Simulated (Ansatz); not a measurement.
# LuBRh3 (Pm-3m): phonons and vibrational spectra

Wanted: vibrations and spectra of LuBRh3 (Pm-3m); the cell is already relaxed. After the zone centre comes a 2×2×2 q mesh on a 12×12×12 k mesh.

Method: DFT PBEsol, scalar-relativistic, plane waves, PAW; PAW set soft_1, in Ansatz 0.2.0.

**1. Set-up**

The structure is cubic, space group Pm-3m (No. 221). The conventional cell has a = 4.121 Å, b = 4.121 Å, c = 4.121 Å, α = 90.00°, β = 90.00°, γ = 90.00°. Lu has 12 Rh at 2.91 Å and 8 B at 3.57 Å nearest. B has 6 Rh at 2.06 Å and 8 Lu at 3.57 Å nearest. Rh has 2 B at 2.06 Å and 8 Rh at 2.91 Å and 4 Lu at 2.91 Å nearest. Farther neighbours are not listed.

**2. Modes at Γ**

The cell comes from relaxations at this level that are not shown. The zone centre comes first: it holds the modes that light can see, as far as symmetry allows. No field response is asked, since the mesh shows no gap.

input.yaml reads:

```yaml
crystal:
  lattice:
    - [4.1207223729, 0.0, 0.0]
    - [0.0, 4.1207223729, 0.0]
    - [0.0, 0.0, 4.1207223729]
  atoms:
    - { symbol: Lu, position: [0.0, 0.0, 0.0] }
    - { symbol: B, position: [0.5, 0.5, 0.5] }
    - { symbol: Rh, position: [0.0, 0.5, 0.5] }
    - { symbol: Rh, position: [0.5, 0.0, 0.5] }
    - { symbol: Rh, position: [0.5, 0.5, 0.0] }
kpoints:
  mp_grid: { grid: [12, 12, 12] }
hamiltonian:
  xc: pbesol
  pseudopotentials: { kind: paw, azcp: { folder: soft_1 }, xc_functional: pbe }
scf:
  occupations: { method: methfessel_paxton, width: 0.2 }
output:
  eigenvalues: true
phonons:
  method: dfpt
```

On the command line:

```console
$ ansatz run input.yaml --threads 4 --pin off --max-ram 10240MiB --backend cpu --events-out ev --progress --plain --runs-dir out
```

Numbers of over 12 decimals in the logs are rounded to 6 here.

Log:

```text
zone centre: on kpoints.mp_grid the ground state, and the responses unless they are solved on pairs of k-points, stand on 343 of the mesh's 1728 k-points, reduced under 8 symmetry operations, with k and −k counted as one. Each operation leaves every solved displacement unchanged or reverses it
Engine: ansatz 0.2.0, aarch64-unknown-linux-gnu
Pseudopotentials: kind: paw
Pseudopotential: Lu, paw, valence charge 25, recommended cutoff 420 eV (normal), soft_1/Lu.paw.azcp
Pseudopotential: B, paw, valence charge 3, recommended cutoff 420 eV (normal), soft_1/B.paw.azcp
Pseudopotential: Rh, paw, valence charge 17, recommended cutoff 420 eV (normal), soft_1/Rh.paw.azcp
Functional definition: PBEsol
  exchange = pbesol_x
  correlation = pbesol_c
Crystal: 5 atoms, lattice volume = 69.971 Å³
Basis set: ecut = 420 eV, 1357 PW (Γ), exchange–correlation on 60×60×60 points (8 copies of the dense FFT grid, shifted against one another)
Bands: 48, of which v1, the nominal top of the filled ones, is band 40 counted from 1 (39 counted from 0)
Symmetry: 48 space group operations
k-points: 343 of 1728 (irreducible under 8 space group operations)
Non-local potential: Lu, projectors of the file, l = 0: 3, l = 1: 2, l = 2: 2, l = 3: 3
Non-local potential: B, projectors of the file, l = 0: 2, l = 1: 2, l = 2: 1
Non-local potential: Rh, projectors of the file, l = 0: 3, l = 1: 2, l = 2: 2, l = 3: 1
PAW form: soft (Blöchl's): semilocal exchange-correlation on the pseudo side does not see the compensation charge
PAW frozen core: Lu, regenerated for the run's functional, and the local potential with it (the file was generated under x = pbe(κ = 0.804, μ = 0.219515), c = pbe(β = 0.066725))
PAW frozen core: B, regenerated for the run's functional, and the local potential with it (the file was generated under x = pbe(κ = 0.804, μ = 0.219515), c = pbe(β = 0.066725))
PAW frozen core: Rh, regenerated for the run's functional, and the local potential with it (the file was generated under x = pbe(κ = 0.804, μ = 0.219515), c = pbe(β = 0.066725))
PAW one-centre angular grid: Lu, 590 points (default); XC on 64 Gauss nodes
PAW one-centre angular grid: B, 110 points (default); XC on 64 Gauss nodes
PAW one-centre angular grid: Rh, 590 points (default); XC on 64 Gauss nodes
Initial density: superposition of atomic densities (chi_scale 0.1, normalization cell, long waves kept (reshape's long-wave potential 0.00 eV rms))
Initial wavefunctions: pseudopotential atomic-orbital guess
Functional: x = pbesol(κ = 0.804, μ = 0.123457), c = pbesol(β = 0.046)
SCF iter   1: F=—  HF=-33798.669273 eV  |F-HF|=—  |Δ(HF+E_count)|=         —  Δρ=2.81e-1  dr2=9.23e1  ethr=3.10e-3  ⟨swp⟩=5.6  Hψ=65371  notcnv=0
preconditioner: auto → Kerker (q_TF=auto, 2.784 Å⁻¹)  [metal: Δε(μ)=0.014 eV  Ē_g=11.270 eV  σ=0.200 eV  W_gap=0.06  n_scr=26 (ndim 8)  ℏωp=32.3 eV  f_vac=0.000  D(μ)=2.58/eV (n_scr^D=18)]
SCF iter   2: F=—  HF=-33789.638243 eV  |F-HF|=—  |Δ(HF+E_count)|=    9.03e0  S|Δr|=    0.00e0  Δρ=1.40e-1  dr2=2.53e1  ethr=3.10e-3  ⟨swp⟩=4.2  Hψ=40793  notcnv=0  defer=340
SCF iter   3: F=—  HF=-33786.696492 eV  |F-HF|=—  |Δ(HF+E_count)|=    2.94e0  S|Δr|=    0.00e0  Δρ=4.79e-2  dr2=3.70e0  ethr=3.10e-3  ⟨swp⟩=3.5  Hψ=42405  notcnv=0  defer=438
SCF iter   4: F=—  HF=-33785.575883 eV  |F-HF|=—  |Δ(HF+E_count)|=    1.12e0  S|Δr|=    0.00e0  Δρ=3.09e-2  dr2=1.47e0  ethr=3.10e-3  ⟨swp⟩=3.3  Hψ=42773  notcnv=0  defer=589
SCF iter   5: F=—  HF=-33785.157113 eV  |F-HF|=—  |Δ(HF+E_count)|=   4.19e-1  S|Δr|=    0.00e0  Δρ=1.31e-2  dr2=1.02e-1  ethr=1.86e-3  ⟨swp⟩=3.9  Hψ=35132  notcnv=0  defer=616
SCF iter   6: F=—  HF=-33785.138314 eV  |F-HF|=—  |Δ(HF+E_count)|=   1.88e-2  S|Δr|=    0.00e0  Δρ=3.49e-3  dr2=1.31e-2  ethr=1.29e-4  ⟨swp⟩=2.6  Hψ=34820  notcnv=0  defer=635
SCF iter   7: F=—  HF=-33785.129503 eV  |F-HF|=—  |Δ(HF+E_count)|=   8.81e-3  S|Δr|=    0.00e0  Δρ=9.83e-4  dr2=1.70e-3  ethr=1.66e-5  ⟨swp⟩=3.0  Hψ=29210  notcnv=0  defer=635
SCF iter   8: F=—  HF=-33785.129353 eV  |F-HF|=—  |Δ(HF+E_count)|=   1.50e-4  S|Δr|=    0.00e0  Δρ=6.83e-4  dr2=8.90e-4  ethr=2.15e-6  ⟨swp⟩=2.2  Hψ=24274  notcnv=0  defer=616
SCF iter   9: F=—  HF=-33785.129090 eV  |F-HF|=—  |Δ(HF+E_count)|=   2.63e-4  S|Δr|=    0.00e0  Δρ=1.91e-4  dr2=7.01e-5  ethr=1.13e-6  ⟨swp⟩=2.0  Hψ=24674  notcnv=0  defer=616
SCF iter  10: F=—  HF=-33785.129067 eV  |F-HF|=—  |Δ(HF+E_count)|=   2.22e-5  S|Δr|=    0.00e0  Δρ=2.60e-5  dr2=5.42e-7  ethr=8.87e-8  ⟨swp⟩=2.3  Hψ=29426  notcnv=0  defer=616
SCF iter  11: F=—  HF=-33785.129060 eV  |F-HF|=—  |Δ(HF+E_count)|=   7.19e-6  S|Δr|=    0.00e0  Δρ=1.16e-5  dr2=5.92e-8  ethr=6.86e-10  ⟨swp⟩=3.0  Hψ=38410  notcnv=0  defer=616
SCF iter  12: F=—  HF=-33785.129060 eV  |F-HF|=—  |Δ(HF+E_count)|=   1.13e-8  S|Δr|=    0.00e0  Δρ=1.88e-6  dr2=2.20e-9  ethr=7.50e-11  ⟨swp⟩=2.5  Hψ=32141  notcnv=0  defer=616
SCF iter  13: F=—  HF=-33785.129060 eV  |F-HF|=—  |Δ(HF+E_count)|=  2.98e-10  S|Δr|=    0.00e0  Δρ=4.43e-7  dr2=1.28e-10  ethr=2.78e-12  ⟨swp⟩=2.2  Hψ=29334  notcnv=0  defer=616
SCF iter  14: F=—  HF=-33785.129060 eV  |F-HF|=—  |Δ(HF+E_count)|=  1.46e-11  S|Δr|=    0.00e0  Δρ=1.20e-7  dr2=1.08e-11  ethr=1.00e-12  ⟨swp⟩=1.3  Hψ=17174  notcnv=0  defer=616
SCF iter  15: F=-33785.129060 eV  HF=-33785.129060 eV  |F-HF|=1.46e-11  |Δ(HF+E_count)|=  7.28e-12  S|Δr|=    0.00e0  Δρ=5.22e-8  dr2=1.87e-12  ethr=1.00e-12  ⟨swp⟩=16.9  Hψ=127141  notcnv=0
SCF 1 converged in 15 iterations: F = -33785.129060 eV  dr2 = 1.87e-12
  greatest PAW one-centre occupation: 0.999 electrons in one spin orbital (limit 2), on the Rh atom at site 3 (counted from 0), in its partial waves of l = 0
DFPT response loops at Γ: preconditioner auto → Kerker (q_TF=auto, 2.784 Å⁻¹) (partly filled bands, converged f_vac=0.000); β = 1.00, the filter's whole step (`scf.mixing.beta` (0.50) is not read by the response loops under this deck's `scf.mixing.preconditioner`; to damp them name `kerker` or `kerker_dos`, under which they read `scf.mixing.beta`, and type it under 1.00, their step now; both keys bind the ground state too); Broyden in place of MSR1
SCF converged after 15 iterations
Stability not checked: this state was not tested for a lower state beside it, because cold or Methfessel-Paxton smearing, or corrected tetrahedra, fill the levels in a way that the test cannot read (fill_not_monotonic; see scf.lower_state_search)
Free energy (F): -33785.129060 eV
Harris-Foulkes:  -33785.129060 eV  (|F-HF|=1.46e-11)
Internal energy: -33785.122193 eV  (E = F + TS)
E sigma→0 (E₀):  -33785.127343 eV
Entropy (-TS):   -0.006867 eV (-1.373 meV/atom)
Fermi energy:    19.453346 eV
--- Per-component energies (eV) ---
  E_band       = -183.318133
  E_kinetic    = 2086.481797
  E_local      = -10916.911630  (includes V_loc(G=0)·N_el)
  E_nonlocal   = 1597.384534
  E_hartree    = 4350.534192
  E_xc         = -843.935975
  E_vxc        = -1052.751385  (∫ρ·V_xc dr)
  E_paw        = -17997.964668  (= ΣΔE_a)
  E_vpaw       = -598.589941  (= ΣTr[D̂ρ^β])
  E_aug_tail   = 0.000175  (compensation charges beyond the density's cutoff)
  E_ewald      = -12062.745815
  E_core_change = 2.035197  (= ΣΔE_core)
  E_smearing   = -0.006867  (= −TS)
  E_closure    = -0.000000  (closes the sum)
  Σ components = -33785.129060   (vs F -33785.129060, Δ=0.00e0)
--- Band table (eV; the first three rows and the last of 343) ---
  k-point 0: bands = [... 36 lower, 18.7323, 18.7323, 19.7775, 19.7775, 19.7775, 19.7777, 23.5852, 23.5852, ... 4 higher]
  k-point 1: bands = [... 36 lower, 18.4940, 18.9863, 19.7259, 19.7777, 20.0398, 20.0398, 23.5536, 23.6876, ... 4 higher]
  k-point 2: bands = [... 36 lower, 18.1685, 19.0607, 19.5730, 19.7781, 20.5136, 20.5136, 23.4636, 23.9318, ... 4 higher]
  k-point 342: bands = [... 36 lower, 19.6048, 19.6048, 19.6048, 20.6989, 20.6989, 20.6989, 21.8958, 21.8958, ... 4 higher]
--- Phonons (Γ-DFPT): 4 representative perturbations + reference, on 343 of 1728 k-points (Σ response iterations 14) ---
  k mesh reduced under 8 symmetry operations, with k and −k counted as one. Each operation leaves every solved displacement unchanged or reverses it
  ASR residual: 7.203e-5 → 0.000e0 eV/Å²; symmetrization residual: 2.306e-6 eV/Å²
  ASR residual per site (eV/Å²): 7.20e-5 7.99e-6 2.68e-5 2.68e-5 2.68e-5
  Γ frequencies (cm⁻¹): 0.00 0.00 0.00 113.75 113.75 113.75 151.17 151.17 151.17 152.91 152.91 152.91 558.94 558.94 558.94
  non-analytic LO–TO correction: not included (Born effective charges unavailable; polar crystals: no LO–TO splitting at Γ)
```

The job ended after 2.9 min (4 threads of Arm Neoverse V2, shared host; peak memory 3.3 GiB).

Numbers from this step:

| Item | Value |
| --- | --- |
| volume per atom | 13.99 Å³ |
| gap on the k-mesh | 0 eV |
| sum-rule residual before enforcement | 7.20e-5 eV/Å² |
| point group | m-3m |
| highest optical mode at the zone centre (no LO-TO term) | 558.9 cm⁻¹ |
| lowest optical zone-centre mode | 113.8 cm⁻¹ |

Patterns of degenerate modes are one choice out of their space. Modes at Γ, with each element's share of the kinetic energy:

| mode | frequency (cm⁻¹) | symmetry | Lu % | B % | Rh % |
| --- | --- | --- | --- | --- | --- |
| 1 | 0.0 | acoustic | 35 | 2 | 62 |
| 2 | 0.0 | acoustic | 35 | 2 | 62 |
| 3 | 0.0 | acoustic | 35 | 2 | 62 |
| 4 | 113.8 | T1u | 36 | 9 | 55 |
| 5 | 113.8 | T1u | 36 | 9 | 55 |
| 6 | 113.8 | T1u | 36 | 9 | 55 |
| 7 | 151.2 | T2u | 0 | 0 | 100 |
| 8 | 151.2 | T2u | 0 | 0 | 100 |
| 9 | 151.2 | T2u | 0 | 0 | 100 |
| 10 | 152.9 | T1u | 28 | 3 | 69 |
| 11 | 152.9 | T1u | 28 | 3 | 69 |
| 12 | 152.9 | T1u | 28 | 3 | 69 |
| 13 | 558.9 | T1u | 0 | 86 | 14 |
| 14 | 558.9 | T1u | 0 | 86 | 14 |
| 15 | 558.9 | T1u | 0 | 86 | 14 |

Displacements in mode 6 (113.8 cm⁻¹), the largest set to 1:
```
Lu1 -0.19 -0.51 -0.51
B2   0.37  1.00  1.00
Rh3  0.30 -0.03 -0.03
Rh4 -0.01  0.81 -0.03
Rh5 -0.01 -0.03  0.81
```

Displacements in mode 13 (558.9 cm⁻¹), the largest set to 1:
```
Lu1  0.00  0.00  0.00
B2   0.00  1.00 -0.03
Rh3  0.00  0.01  0.00
Rh4  0.00 -0.13  0.00
Rh5  0.00  0.01  0.00
```

Before it was imposed, the acoustic sum rule was missed by 7.2e-5 eV/Å². Small misses are needed for a sound result but don't prove that mesh and cutoff are converged. The lowest optical mode is real, 114 cm⁻¹.

[end of part 1 of 2]

[Logs are printed without paths, hosts, clocks, repeated set-up lines and the standing remarks that a program may print on its own settings, such as how far it seeks lower states.]

[Hosts, paths, dates, database ids (printed as entryN), source tags and the programs' standing remarks are cut or masked in the printed files.]
